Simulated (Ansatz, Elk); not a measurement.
# How far do independent atoms describe TlCu2S3?

The structure of TlCu2S3 used here is made up (a known structure type with other elements) and was relaxed beforehand with PBEsol. The aim is the Fourier transform of its all-electron density, F(hkl), set beside the sum over free spherical atoms that refinements use.

Program: Elk 11.2.3 (patched build). Level of theory: DFT, PBE, all-electron APW+lo, Dirac cores, scalar-relativistic bands, static density, no spin. Results are calculated unless marked as measured.

The structure was built from a prototype and need not be the compound's stable phase.

### Step 1. Starting point

The structure is orthorhombic, space group Cmmm (No. 65). Conventional cell: a = 4.450 Å, b = 13.995 Å, c = 4.179 Å, α = 90.00°, β = 90.00°, γ = 90.00°. Nearest to Tl lie 4 S at 3.05 Å. Cu has 4 S at 2.18 to 2.27 Å nearest. Nearest to S lie 3 Cu at 2.18 to 2.27 Å. Nearest to S lie 2 Cu at 2.19 Å and 4 Tl at 3.05 Å. Farther neighbours and most contacts between anions are not listed.

As a file:

```cif
data_structure
_symmetry_space_group_name_H-M 'P 1'
_symmetry_Int_Tables_number 1
_cell_length_a 7.3425
_cell_length_b 7.3425
_cell_length_c 4.1792
_cell_angle_alpha 90.000
_cell_angle_beta 90.000
_cell_angle_gamma 144.719
_cell_volume 130.14
loop_
_atom_site_label
_atom_site_type_symbol
_atom_site_fract_x
_atom_site_fract_y
_atom_site_fract_z
_atom_site_occupancy
Tl1 Tl 0.00000 0.00000 0.50000 1
Cu2 Cu 0.34327 0.65673 0.00000 1
Cu3 Cu 0.65673 0.34327 0.00000 1
S4 S 0.18717 0.81283 0.00000 1
S5 S 0.50000 0.50000 0.00000 1
S6 S 0.81283 0.18717 0.00000 1
```

### Step 2. Ground state and structure factors

An all-electron density is needed, since X-rays see the cores too. Task 0 finds the density and task 195 Fourier-transforms it; tshift is off so that phases refer to the origin typed.

Contents of elk.in:

```
tasks
  0
  195

xctype
  20

spinpol
  .false.

rgkmax
  7.0

gmaxvr
  14.0

lmaxo
  7

lmaxapw
  8

swidth
  0.002

tshift
  .false.

ramdisk
  .false.

hmaxvr
  5.5

maxscl
  120

epspot
  1e-06

sppath
  './'

avec
  4.20485341291 -13.22291360734 0.00000000000
  4.20485341291 13.22291360734 0.00000000000
  0.00000000000 0.00000000000 7.89745763916

atoms
  3
  'Tl.in'
  1
  0.0000000000 -0.0000000000 0.5000000000   0.000000 0.000000 0.000000
  'Cu.in'
  2
  0.3432663782 0.6567336218 0.0000000000   0.000000 0.000000 0.000000
  0.6567336218 0.3432663782 0.0000000000   0.000000 0.000000 0.000000
  'S.in'
  3
  0.1871658119 0.8128341881 0.0000000000   0.000000 0.000000 0.000000
  0.5000000000 0.5000000000 0.0000000000   0.000000 0.000000 0.000000
  0.8128341881 0.1871658119 0.0000000000   0.000000 0.000000 0.000000

ngridk
  5 5 6
```

Launch:

```sh
OMP_NUM_THREADS=4 elk
```

Numbers of over 12 decimals in the logs are rounded to 6 here.

Output:

```text
┌─────────────────────────┐
│ Elk code version 11.2.3 │
└─────────────────────────┘

All units are atomic (Hartree, Bohr, etc.)

┌─────────────────────────────────────────────────┐
│ Ground-state run starting from atomic densities │
└─────────────────────────────────────────────────┘

Lattice vectors :
   4.204853413      -13.22291361       0.000000000
   4.204853413       13.22291361       0.000000000
   0.000000000       0.000000000       7.897457639

Reciprocal lattice vectors :
  0.7471348808     -0.2375870211       0.000000000
  0.7471348808      0.2375870211      -0.000000000
  -0.000000000       0.000000000      0.7955959493

Unit cell volume      :    878.2038193
Brillouin zone volume :   0.2824517589

Muffin-tin inner radius fraction :   0.1000000000E-01

Nuclei treated as point charges

Species : 1 (Tl)
 parameters loaded from : Tl.in
 name : thallium
 nuclear charge    :   -81.00000000
 electronic charge :    81.00000000
 atomic mass :    372567.9643
 muffin-tin radius :    2.800000000
 number of radial points in muffin-tin :   1393
 inner part over the whole radius :   0.9893942913E-02
 number on inner part of muffin-tin    :   1000
 approximate nuclear radius :   0.1043008296E-03
 number of mesh points to nuclear radius :    525
 atomic positions (lattice), magnetic fields (Cartesian) :
  1 :   0.00000000  0.00000000  0.50000000    0.00000000  0.00000000  0.00000000

Species : 2 (Cu)
 parameters loaded from : Cu.in
 name : copper
 nuclear charge    :   -29.00000000
 electronic charge :    29.00000000
 atomic mass :    115837.2717
 muffin-tin radius :    2.127761011
 number of radial points in muffin-tin :    993
 inner part over the whole radius :   0.9933399232E-02
 number on inner part of muffin-tin    :    699
 approximate nuclear radius :   0.7406004541E-04
 number of mesh points to nuclear radius :    339
 atomic positions (lattice), magnetic fields (Cartesian) :
  1 :   0.34326638 -0.34326638  0.00000000    0.00000000  0.00000000  0.00000000
  2 :  -0.34326638  0.34326638  0.00000000    0.00000000  0.00000000  0.00000000

Species : 3 (S)
 parameters loaded from : S.in
 name : sulphur
 nuclear charge    :   -16.00000000
 electronic charge :    16.00000000
 atomic mass :    58450.91931
 muffin-tin radius :    1.950447593
 number of radial points in muffin-tin :    793
 inner part over the whole radius :   0.9870867298E-02
 number on inner part of muffin-tin    :    552
 approximate nuclear radius :   0.6195814986E-04
 number of mesh points to nuclear radius :    253
 atomic positions (lattice), magnetic fields (Cartesian) :
  1 :   0.18716581 -0.18716581  0.00000000    0.00000000  0.00000000  0.00000000
  2 :   0.50000000  0.50000000  0.00000000    0.00000000  0.00000000  0.00000000
  3 :  -0.18716581  0.18716581  0.00000000    0.00000000  0.00000000  0.00000000

Total number of atoms per unit cell :    6
Total muffin-tin volume :    265.8970966
 ratio of muffin-tin to unit cell volume :   0.3027737875

Spin treatment :
 spin-unpolarised

Number of Bravais lattice symmetries :    8
Number of crystal symmetries         :    8
Crystal has inversion symmetry
Real symmetric eigensolver will be used

k-point grid :      5     5     6
k-point offset :    0.000000000       0.000000000       0.000000000
k-point set is reduced with full crystal symmetry group
Total number of k-points :       36

Muffin-tin radius times maximum |G+k| :    7.000000000
 using average radius
Maximum |G+k| for APW functions       :    3.254082277
Maximum (1/2)|G+k|²                   :    5.294525731
Maximum |G| for potential and density :    14.00000000
Constant for pseudocharge density :   10
 order of it for each species :   17  17  17
 order of it for pair densities of each species (exact exchange by exxq0 0: 18) :   16   9   7
Radial integration step length :    1

G-vector grid sizes :     63    63    36
Number of G-vectors :    40699

Maximum angular momentum used for
 APW functions            :    8
 outer part of muffin-tin :    7
[...]
correlation                 :     -9.626402
 electron entropic           :    -0.18859391610987E-02
 total energy                :     -24796.896520806

Density of states at Fermi energy :    151.6075990
 (states/Hartree/unit cell)

Estimated indirect band gap :   0.7327943782E-03
 from k-point 27 to k-point 33
Estimated direct band gap   :   0.1187030150E-01
 at k-point 11

Charges :
 core                        :    116.0000000
 valence                     :    71.00000000
 interstitial                :    11.82735628
 muffin-tins (core leakage)
  species : 1 (Tl)
[...]
species : 2 (Cu)
[...]
species : 3 (S)
[...]
total in muffin-tins        :    175.1726437
 total calculated charge     :    186.9970254
 total charge                :    187.0000000
 error                       :   0.2974592935E-02

RMS change in Kohn-Sham potential (target) :   0.5351887633     (  0.1000000000E-05)
Absolute change in total energy (target)   :   0.6938647443     (  0.1000000000E-03)

[... loops 3 to 15 left out ...]

┌──────────────────┐
│ Loop number : 16 │
└──────────────────┘

Energies :
 Fermi                       :     0.141132
 sum of occupied eigenvalues :     -15101.917063113
 electron kinetic            :      28084.811516174
 core electron kinetic       :      27444.977026021
 Coulomb                     :     -52286.868866716
 Coulomb potential           :     -42411.569178408
 nuclear-nuclear             :     -1932.5173817572
 electron-nuclear            :     -58328.833055490
 Hartree                     :      7974.4815705308
 Madelung                    :     -31081.084277512
 xc potential                :     -775.15940087895
 exchange                    :     -584.49233781516
 correlation                 :     -9.657323
 electron entropic           :    -0.96796532107413E-03
 total energy                :     -24796.207979454

Density of states at Fermi energy :    75.18830803
 (states/Hartree/unit cell)

Estimated indirect band gap :   0.3081318664E-03
 from k-point 12 to k-point 27
Estimated direct band gap   :   0.1092995805E-01
 at k-point 3

Charges :
 core                        :    116.0000000
 valence                     :    71.00000000
 interstitial                :    11.03323432
 muffin-tins (core leakage)
  species : 1 (Tl)
[...]
species : 2 (Cu)
[...]
species : 3 (S)
[...]
total in muffin-tins        :    175.9667657
 total calculated charge     :    186.9971060
 total charge                :    187.0000000
 error                       :   0.2894018382E-02

RMS change in Kohn-Sham potential (target) :   0.6974350900E-06 (  0.1000000000E-05)
Absolute change in total energy (target)   :   0.3684606054E-04 (  0.1000000000E-03)

Convergence targets achieved

┌──────────────────┐
│ Loop number : 17 │
└──────────────────┘

Energies :
 Fermi                       :     0.141132
 sum of occupied eigenvalues :     -15101.917060422
 electron kinetic            :      28084.811521616
 core electron kinetic       :      27444.977028486
 Coulomb                     :     -52286.868869812
 Coulomb potential           :     -42411.569174955
 nuclear-nuclear             :     -1932.5173817572
 electron-nuclear            :     -58328.833062401
 Hartree                     :      7974.4815743466
 Madelung                    :     -31081.084282335
 xc potential                :     -775.15940708416
 exchange                    :     -584.49233771983
 correlation                 :     -9.657323
 electron entropic           :    -0.96796462549944E-03
 total energy                :     -24796.207977113

Density of states at Fermi energy :    75.18825159
 (states/Hartree/unit cell)

Estimated indirect band gap :   0.3081236283E-03
 from k-point 12 to k-point 27
Estimated direct band gap   :   0.1092993780E-01
 at k-point 3

Charges :
 core                        :    116.0000000
 valence                     :    71.00000000
 interstitial                :    11.03323465
 muffin-tins (core leakage)
  species : 1 (Tl)
[...]
species : 2 (Cu)
[...]
species : 3 (S)
   atom 1                    :    13.71921235     (  0.3675406041E-03)
   atom 2                    :    13.73028826     (  0.3685174506E-03)
   atom 3                    :    13.71921235     (  0.3675406041E-03)
 total in muffin-tins        :    175.9667653
 total calculated charge     :    186.9971060
 total charge                :    187.0000000
 error                       :   0.2894018903E-02

┌──────────────────────────────┐
│ Self-consistent loop stopped │
└──────────────────────────────┘

Warning : core states of species 2 leak from the muffin-tin :   0.7157904681E-03

Warning : core states of species 3 leak from the muffin-tin :   0.3685174506E-03

Wrote STATE.OUT
```

Run time: 1.8 min. Hardware: 4 threads of Arm Neoverse N1, shared host; peak memory 0.27 GiB.

SFACRHO.OUT:

```text

h k l indices transformed by vhmat matrix:
   1.000000000       0.000000000       0.000000000    
   0.000000000       1.000000000       0.000000000    
   0.000000000       0.000000000       1.000000000    

      h      k      l  multipl.   |H|            Re(F)            Im(F)           |F|

      0      0      0      1   0.0000000       187.00000     -0.87832939E-16   187.00000    
      1     -1      0      2  0.47517404       50.783854     -0.45703223E-14   50.783854    
      1      0      0      4  0.78400135       43.079160      0.76172039E-14   43.079160    
      0      0     -1      2  0.79559595       18.376815      0.22603500E-13   18.376815    
      1     -1     -1      4  0.92669482      -98.813621      0.21328171E-13   98.813621    
      2     -2      0      2  0.95034808       50.806318      -0.0000000       50.806318    
      1     -2      0      4   1.0325884       85.477345     -0.10664085E-13   85.477345    
      0      1     -1      8   1.1169741      -101.32123      0.27421934E-13   101.32123    
      2     -2      1      4   1.2394089      -91.726691     -0.21328171E-13   91.726691    
      2     -1      1      8   1.3035382      -55.323098     -0.19804730E-13   55.323098    
     -2      3      0      4   1.4033533       67.501761     -0.30468816E-14   67.501761    
     -3      3      0      2   1.4255221       136.26998     -0.53320427E-14   136.26998    
      1      1      0      2   1.4942698       142.98765     -0.29709292E-13   142.98765    
     -2      0      0      4   1.5680027       44.562457      0.15234408E-13   44.562457    
      0      0     -2      2   1.5911919       139.42320     -0.41827206E-13   139.42320    
      3     -2     -1      8   1.6131873      -65.981337      0.38086020E-13   65.981337    
      3     -3      1      4   1.6325092     -0.61485554     -0.15234408E-13  0.61485554    
     -1      1      2      4   1.6606270       44.115343      0.48750105E-13   44.115343
```

Elk indexes on the primitive cell of elk.in and gives |H| = 4π sin θ/λ in inverse bohr. Below, one row stands for each form hkl of the conventional cell (m members, Friedel mates merged), F is for one primitive cell and the density is static (no thermal factor). Free-atom factors are Waasmaier and Kirfel's, and R is Σm||F|−|F'||/Σm|F|.

| hkl | m | sin θ/λ (Å⁻¹) | abs F, DFT | neutral atoms | diff. |
| --- | --- | --- | --- | --- | --- |
| 020 | 2 | 0.071 | 50.784 | 50.845 | -0.061 |
| 110 | 4 | 0.118 | 43.079 | 42.998 | +0.081 |
| 001 | 2 | 0.120 | 18.377 | 18.229 | +0.148 |
| 021 | 4 | 0.139 | 98.814 | 99.030 | -0.217 |
| 040 | 2 | 0.143 | 50.806 | 50.290 | +0.517 |
| 130 | 4 | 0.155 | 85.477 | 86.529 | -1.052 |
| 111 | 8 | 0.168 | 101.321 | 101.559 | -0.238 |
| 041 | 4 | 0.186 | 91.727 | 92.236 | -0.509 |
| 131 | 8 | 0.196 | 55.323 | 54.611 | +0.712 |
| 150 | 4 | 0.211 | 67.502 | 67.306 | +0.196 |
| 060 | 2 | 0.214 | 136.270 | 136.608 | -0.338 |
| 200 | 2 | 0.225 | 142.988 | 143.544 | -0.556 |
| 220 | 4 | 0.236 | 44.562 | 44.503 | +0.059 |
| 002 | 2 | 0.239 | 139.423 | 140.306 | -0.883 |
| 151 | 8 | 0.243 | 65.981 | 66.154 | -0.172 |
| 061 | 4 | 0.245 | 0.615 | 0.096 | +0.519 |
| 022 | 4 | 0.250 | 44.115 | 43.916 | +0.200 |
| 201 | 4 | 0.255 | 7.521 | 8.117 | -0.596 |

### Step 3. The highest occupied states alone

An energy window below the Fermi level keeps the highest occupied states, to see at which angles they scatter; shallow core shells can lie inside it and anion s states outside. No new self-consistency is needed.

elk.in: that of step 2 with these lines changed.

```diff
@@ -1,3 +1,2 @@
 tasks
-  0
   195
@@ -40,2 +39,5 @@
 
+wsfac
+  -0.299860 0.441130
+
 sppath
```

Launch:

```sh
OMP_NUM_THREADS=4 elk
```

Output:

```text
┌─────────────────────────────────┐
│ Elk code version 11.2.3 started │
└─────────────────────────────────┘

Info(readinput): the functional depends on the density's gradient
 muffin-tin radial points multiplied by    2.00000
 (not where nrmtscf is given)

┌────────────────────┐
│ Current task : 195 │
└────────────────────┘
Info(checkmt): changed muffin-tin radius of species 2 (Cu) from   2.4000 to   2.1278
Info(checkmt): changed muffin-tin radius of species 3 (S) from   2.2000 to   1.9504

Info(sfacrho): density structure factors written to SFACRHO.OUT

 Energy window :  -0.2998600000      0.4411300000

┌──────────────────┐
│ Elk code stopped │
└──────────────────┘
```

The job ended after 30 s (4 threads; peak memory 0.21 GiB).

States within 12 eV below the Fermi level hold 48.43 electrons; any levels below the window count with the cores, and a count that is not whole means the window cuts a band. Their amplitudes can exceed the total, where window and core parts have opposite phase:

| hkl | sin θ/λ (Å⁻¹) | abs F, window | abs F, all |
| --- | --- | --- | --- |
| 020 | 0.071 | 1.387 | 50.784 |
| 110 | 0.118 | 1.254 | 43.079 |
| 001 | 0.120 | 17.443 | 18.377 |
| 021 | 0.139 | 15.491 | 98.814 |
| 040 | 0.143 | 1.705 | 50.806 |
| 130 | 0.155 | 16.417 | 85.477 |
| 111 | 0.168 | 15.279 | 101.321 |
| 041 | 0.186 | 14.620 | 91.727 |
| 131 | 0.196 | 4.359 | 55.323 |
| 150 | 0.211 | 3.153 | 67.502 |

### Step 4. Another functional

The difference from free atoms is small, so it is set against the change that LDA (Perdew-Wang) makes.

elk.in: that of step 3 with these lines changed.

```diff
@@ -1,2 +1,3 @@
 tasks
+  0
   195
@@ -4,3 +5,3 @@
 xctype
-  20
+  3
 
@@ -39,5 +40,2 @@
 
-wsfac
-  -0.299860 0.441130
-
 sppath
```

Launch:

```sh
OMP_NUM_THREADS=4 elk
```

Output:

```text
┌─────────────────────────┐
│ Elk code version 11.2.3 │
└─────────────────────────┘

All units are atomic (Hartree, Bohr, etc.)

┌─────────────────────────────────────────────────┐
│ Ground-state run starting from atomic densities │
└─────────────────────────────────────────────────┘

Lattice vectors :
   4.204853413      -13.22291361       0.000000000
   4.204853413       13.22291361       0.000000000
   0.000000000       0.000000000       7.897457639

Reciprocal lattice vectors :
  0.7471348808     -0.2375870211       0.000000000
[...]
species : 3 (S)
[...]
atom 2                    :    13.70918473     (  0.3667864913E-03)
   atom 3                    :    13.69964109     (  0.3659479281E-03)
 total in muffin-tins        :    175.9532791
 total calculated charge     :    186.9970370
 total charge                :    187.0000000
 error                       :   0.2963046247E-02

┌──────────────────────────────┐
│ Self-consistent loop stopped │
└──────────────────────────────┘

Warning : core states of species 2 leak from the muffin-tin :   0.7467860941E-03

Warning : core states of species 3 leak from the muffin-tin :   0.3667864913E-03

Wrote STATE.OUT
[key lines of the parts left out:]
total energy                :     -24776.511813314
```

The job ended after 81 s (4 threads; peak memory 0.23 GiB).

Against the first run R = 0.03 %; the largest change is +0.069 at 130.

### Step 5. Basis size

The basis and the expansions that go with it are enlarged, to see whether the differences are converged.

elk.in: that of step 4 with these lines changed.

```diff
@@ -5,3 +5,3 @@
 xctype
-  3
+  20
 
@@ -11,12 +11,12 @@
 rgkmax
-  7.0
+  8.5
 
 gmaxvr
-  14.0
+  18.0
 
 lmaxo
-  7
+  9
 
 lmaxapw
-  8
+  10
```

Launch:

```sh
OMP_NUM_THREADS=4 elk
```

Output:

```text
┌─────────────────────────┐
│ Elk code version 11.2.3 │
└─────────────────────────┘

All units are atomic (Hartree, Bohr, etc.)

┌─────────────────────────────────────────────────┐
│ Ground-state run starting from atomic densities │
└─────────────────────────────────────────────────┘

Lattice vectors :
   4.204853413      -13.22291361       0.000000000
   4.204853413       13.22291361       0.000000000
   0.000000000       0.000000000       7.897457639

Reciprocal lattice vectors :
  0.7471348808     -0.2375870211       0.000000000
[...]
species : 3 (S)
[...]
atom 2                    :    13.73498840     (  0.3688635155E-03)
   atom 3                    :    13.72439527     (  0.3679145319E-03)
 total in muffin-tins        :    176.0100768
 total calculated charge     :    186.9973423
 total charge                :    187.0000000
 error                       :   0.2657740082E-02

┌──────────────────────────────┐
│ Self-consistent loop stopped │
└──────────────────────────────┘

Warning : core states of species 2 leak from the muffin-tin :   0.7166180502E-03

Warning : core states of species 3 leak from the muffin-tin :   0.3688635155E-03

Wrote STATE.OUT
[key lines of the parts left out:]
total energy                :     -24796.237238745
```

Wall time 5.2 min (4 threads); peak memory 0.64 GiB; 16 min of CPU time.

Against the first run R = 0.01 %; the largest change is +0.020 at 002.

### Step 6. Settings against the effect

| run | R against the first run (%) | R against neutral atoms, low angle (%) | wall time |
| --- | --- | --- | --- |
| PBE, rgkmax 7 | 0.00 | 0.59 | 1.8 min |
| LDA (Perdew-Wang) | 0.03 | 0.60 | 81 s |
| rgkmax 8.5 with larger expansions | 0.01 | 0.58 | 5.2 min |

### Step 7. Summary of results

| Quantity | Value |
| --- | --- |
| R against neutral atoms, sin θ/λ < 0.3 Å⁻¹ | 0.59 % |
| R against neutral atoms, 0.3 to 0.59 Å⁻¹ | 0.21 % |

Independent neutral atoms miss the calculated amplitudes by R = 0.59 % below 0.3 Å⁻¹ and 0.21 % from there to 0.59 Å⁻¹; by shells, 0.33 % below 0.15 Å⁻¹ (5 forms), 0.62 % 0.15 to 0.3 (22 forms), 0.29 % 0.3 to 0.45 (47 forms), 0.15 % above 0.45 (75 forms). Bonding, aspherical density and the tables' own atoms all enter these figures, and the runs don't part them. The largest change of an amplitude is -1.05 electrons, at 130. Weak lines can change much in proportion: 061 goes from 0.10 to 0.61. The window's part falls from 48.4 electrons at the origin to at most 4.80 between 0.45 and 0.59 Å⁻¹, where compact states inside the window still scatter. The window holds more than the 43 outer electrons of the free atoms, so shallow core shells lie inside it. Below 0.3 Å⁻¹ the changes that finished (LDA (Perdew-Wang) and rgkmax 8.5 with larger expansions) move F by R = 0.03 % at most, against the 0.59 % that separates it from free atoms. The k-mesh has no finished test. These runs have no spin, though d or f shells may be open. The electron count is odd, so without spin the run is a metal by force. Spin-orbit coupling is left out, which can matter for elements this heavy. Part of the difference isn't bonding: the tables are fits to free atoms and ions calculated by other methods than this functional. Thermal motion, anomalous dispersion and extinction are left out.

[Logs are printed without paths, hosts, clocks, repeated set-up lines and the standing remarks that a program may print on its own settings, such as how far it seeks lower states.]

[Hosts, paths, dates, database ids (printed as entryN), source tags and the programs' standing remarks are cut or masked in the printed files.]
